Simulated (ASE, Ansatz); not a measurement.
# Convergence of a linear-scaling basis for coherent Ti-rich inclusion in Sn (216 atoms), part 2 of 2

Aim: test how closely localised support functions follow the reference on coherent Ti-rich inclusion in Sn (216 atoms), and at what cost. A setting counts as converged where the r.m.s. difference of forces stays under 1 % of the r.m.s. force.

Ansatz 0.2.0; Kohn-Sham DFT, PBE, PAW (set soft_2), plane waves.

The cell: 195 Sn and 21 Ti. Only the Γ point is sampled, in a cell whose shortest periodic width is 19 Å.

So far. Step 11 (Support functions medium, spacing 0.183 Å): Forces differ from the reference by 0.29 meV/Å r.m.s., 0.11 % of their size, well within a tolerance of 1 %; the energy by -1.1 meV/atom.

## (13) The reference in detail (continued)

States in the cell by windows of 1 eV, zero at the Fermi level; some projections on atomic orbitals stand beside the total:

```
from (eV)  to (eV)  total   Sn p  Sn s  inclusion  Ti d
      -14      -11    0.0    0.0   0.0        0.0   0.0
      -11      -10    6.7    0.7   6.0        0.0   0.0
      -10       -9   47.0    8.5  38.0        0.3   0.0
       -9       -8  101.0   24.2  75.7        0.5   0.2
       -8       -7   59.1   17.4  40.6        0.6   0.1
       -7       -6   48.8   18.9  28.7        0.7   0.2
       -6       -5   80.4   32.9  45.9        0.8   0.3
       -5       -4   22.7   10.2  11.6        0.6   0.2
       -4       -3   41.1   29.4   9.2        2.1   0.2
       -3       -2  154.6  137.0   9.8        6.2   1.5
       -2       -1  166.3  149.9   3.6       11.3   5.0
       -1        0  137.6   77.8   2.2       55.1  50.6
        0        1  103.7   26.4  11.0       61.7  59.8
        1        2  152.8   70.4  29.2       43.8  42.0
```

Between -26 and -14 eV lie 1949 more states.

Not all projections were asked for or kept, so they needn't add up to the total.

The levels nearest the highest filled one (over half full), pooled over k-points and spins:

```
level less the highest filled one (eV)  occupation
                               -0.0857        1.96
                               -0.0701        1.89
                               -0.0303        1.60
                               -0.0127        1.44
                               -0.0122        1.44
                                     0        1.31
                                0.0312       0.963
                                0.0436       0.825
                                0.0653       0.592
                                0.0659       0.586
                                0.0884       0.376
                                0.0955       0.316
```

Within 0.4 eV of the Fermi level the largest share is Ti d (64 % of the projected weight).

## (14) Local order

Bonds and neighbours are counted at the geometry of the runs.

Density 5.44 g/cm³, 34.15 Å³ an atom.

g(r), total and by pair (bins of 0.1 Å):

```
r (Å)  total  Sn-Sn  Sn-Ti  Ti-Ti
 2.65   0.00   0.00   0.00   0.00
 2.75   5.27   5.74   1.50  34.70
 2.85   8.48   8.86   4.28  53.30
 2.95   0.03   0.04   0.00   0.00
 3.05   0.00   0.00   0.00   0.00
 3.15   0.00   0.00   0.00   0.00
 3.25   0.00   0.00   0.00   0.00
 3.35   0.00   0.00   0.00   0.00
 3.45   0.00   0.00   0.00   0.00
 3.55   0.00   0.00   0.00   0.00
 3.65   0.00   0.00   0.00   0.00
 3.75   0.00   0.00   0.00   0.00
 3.85   0.00   0.00   0.00   0.00
 3.95   0.00   0.00   0.00   0.00
 4.05   0.00   0.00   0.00   0.00
 4.15   0.00   0.00   0.00   0.00
 4.25   0.00   0.00   0.00   0.00
 4.35   0.00   0.00   0.00   0.00
 4.45   0.00   0.00   0.00   0.00
 4.55   9.99  10.40   6.11  45.90
 4.65   5.50   5.67   3.95  19.90
 4.75   0.00   0.00   0.00   0.00
 4.85   0.00   0.00   0.00   0.00
 4.95   0.00   0.00   0.00   0.00
 5.05   0.00   0.00   0.00   0.00
 5.15   0.00   0.00   0.00   0.00
 5.25   0.01   0.01   0.00   0.00
 5.35   8.53   8.73   6.27  33.40
 5.45   2.73   2.83   2.14   4.52
 5.55   0.00   0.00   0.00   0.00
 5.65   0.00   0.00   0.00   0.00
 5.75   0.00   0.00   0.00   0.00
 5.85   0.00   0.00   0.00   0.00
 5.95   0.00   0.00   0.00   0.00
 6.05   0.00   0.00   0.00   0.00
 6.15   0.00   0.00   0.00   0.00
 6.25   0.00   0.00   0.00   0.00
 6.35   0.01   0.01   0.00   0.00
 6.45   2.48   2.56   1.95   5.73
 6.55   1.38   1.36   1.38   3.13
 6.65   0.00   0.00   0.00   0.00
 6.75   0.00   0.00   0.00   0.00
 6.85   0.00   0.00   0.00   0.00
 6.95   0.04   0.04   0.00   0.00
```

Bonds by pair of elements; cutoffs follow the first minimum of g(r), held within bounds set by covalent radii, and pairs that aren't listed don't count as bonded:

```
pair A-B  cutoff (Å)  bonds  mean length (Å)  spread (Å)  shortest (Å)  B about A  A about B
   Sn-Sn        3.23    374             2.81       0.029          2.73       3.84       3.84
   Sn-Ti        3.23     32             2.81       0.034          2.71      0.164       1.52
   Ti-Ti        3.27     26             2.81       0.029          2.74       2.48       2.48
```

How many atoms have how many bonded neighbours:

```
element  mean    4
     Sn     4  195
     Ti     4   21
```

Rings of the network by King's shortest-path rule, up to 12 atoms, one path for each pair of neighbours; H, halogens, alkali and alkaline-earth atoms are left out:

```
ring size (atoms)  rings  per network atom
                6    428              1.98
```

First main peaks of g(r), for some of the pairs, lie near 2.81 Å (Sn-Sn), 2.82 Å (Sn-Ti) and 2.81 Å (Ti-Ti). With the cutoffs above, all Sn atoms have 4 and all Ti atoms have 4 bonded neighbours. All rings counted have 6 atoms.

A closer look about the centre named in the set-up: 16 atoms, nearest first, numbered in the order of the input, with positions taken from that point.

```
 atom      x      y      z  distance (Å)  bonds     Fx     Fy  Fz (eV/Å)
Ti110   0.79  -1.76   0.99          2.17      4  -0.23   0.21      -0.21
Ti179   2.41  -0.22  -0.59          2.49      4  -0.68   0.16      -0.14
Ti112   0.81   1.43  -2.21          2.75      4   0.07  -0.29       0.55
Ti119  -0.88  -0.19   2.65          2.80      4   0.13   0.15      -0.56
Ti108  -2.46   1.45   1.02          3.04      4   0.77  -0.44      -0.18
Ti133  -0.85   3.10  -0.59          3.27      4   0.25  -0.62       0.03
Ti109  -0.84  -3.41  -0.57          3.56      4   0.10   0.63      -0.09
Ti106  -2.46  -1.81  -2.24          3.79      4   0.73   0.21       0.72
Ti111  -0.85  -0.16  -3.83          3.93      4   0.24   0.00       0.64
Ti107  -4.05  -0.17  -0.57          4.09      4   0.60  -0.02      -0.02
Ti180   4.06   1.44   1.02          4.42      4  -0.55  -0.19      -0.12
Ti120   0.82   1.46   4.27          4.59      4  -0.16  -0.24      -0.61
Ti209   2.42   3.09   2.65          4.74      4  -0.55  -0.63      -0.58
Ti134   0.80   4.67   1.03          4.85      4  -0.08  -0.55       0.02
Ti185   2.36  -3.42   2.67          4.94      4   0.02   0.49      -0.47
Ti178   4.03  -1.80  -2.22          4.94      4  -0.37   0.21       0.26
```

## (15) Outcome

```json
{
  "free energy per atom": "-5681.2694 eV/atom",
  "density": "5.437 g/cm³",
  "pressure": "2.438 GPa",
  "r.m.s. force component": "0.2627 eV/Å",
  "wall time of the 10 DFT runs": "1.9 min"
}
```

In words: Against plane waves at 420 eV, the forces differ by 0.34 meV/Å (0.13 %) with support functions medium, and by 0.21 meV/Å in the closest run (support functions high). Differences between support functions and plane waves include what basis error the plane-wave run still has. As the typed spacing goes from 0.183 to 0.411 Å, the force difference goes from 0.29 to 55 meV/Å (not steadily; the least is 0.28 at 0.206 Å), while the time lies between 8.4 s and 12 s.

16 levels are partly filled, by over 2 % (at Γ alone), as in a metal. With the cutoffs above, all Sn atoms have 4 and all Ti atoms have 4 bonded neighbours.

Caveats: The geometry was built by rule, was displaced at random and isn't relaxed at this level: its force components are 0.26 eV/Å r.m.s. The pressure of 2.4 GPa belongs to unrelaxed atoms and would change as they relax.

[Long decimals in the printed logs are rounded to 6 places.]

[Logs are printed without paths, hosts, clocks, repeated set-up lines and the standing remarks that a program may print on its own settings, such as how far it seeks lower states.]

[Hosts, paths, dates, database ids (printed as entryN), source tags and the programs' standing remarks are cut or masked in the printed files.]
